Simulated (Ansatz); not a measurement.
Consider TaSeS (P3m1).

It takes space group P3m1 (No. 156, trigonal). The conventional cell has a = 3.433 Å, b = 3.433 Å, c = 6.400 Å, α = 90.00°, β = 90.00°, γ = 120.00°. Ta has 3 S at 2.49 Å and 3 Se at 2.62 Å nearest. Nearest to Se lie 3 Ta at 2.62 Å. Nearest to S lie 3 Ta at 2.49 Å. Farther neighbours and most contacts between anions are not listed.

```
Ta Se S
1.0
    -2.42773    2.42773    0.00000
     2.42773    0.00000   -2.42773
    -3.69501   -3.69501   -3.69501
Ta Se S
1 1 1
Direct
  0.00000 0.00000 0.01060
  0.66667 0.33333 0.74391
  0.33333 0.66667 0.24549
```

The cell and positions are those that the Materials Project relaxed with its own functionals (PBE, PBE+U or r2SCAN), kept fixed. Spin-orbit coupling is left out unless a run names it. PAW set soft_2, made with PBE.

A constrained-RPA run (Ansatz 0.2.0; non-magnetic LDA; Ta t2g, bands v1 to c2, 6×6×4 mesh, medium accuracy) builds 3 functions on bands 4.0 eV wide, with 1.0 electrons in the window. The bare on-site interaction is 8.6 eV and the bare J 0.29 eV.

**Question.** Estimate U, U′ and J.

On the Ta t2g shell, U = 1.32 eV (15 % of the bare value), U′ = 0.88 eV, J = 0.20 eV.

The parent state is non-magnetic and the interaction static (zero frequency); U depends on the window and the orbitals, so it belongs to this model alone. Spin-orbit coupling, which is strong for atoms this heavy, is left out.

[Paths, hosts, dates, memory and timing lines, banners, echoed tables and standing remarks are left out of the program output.]

[Logs are printed without paths, hosts, clocks, repeated set-up lines and the standing remarks that a program may print on its own settings, such as how far it seeks lower states.]

[Runs of the session that timed out or met a known fault of the program may be left out.]

[Hosts, paths, dates, database ids (printed as entryN), source tags and the programs' standing remarks are cut or masked in the printed files.]
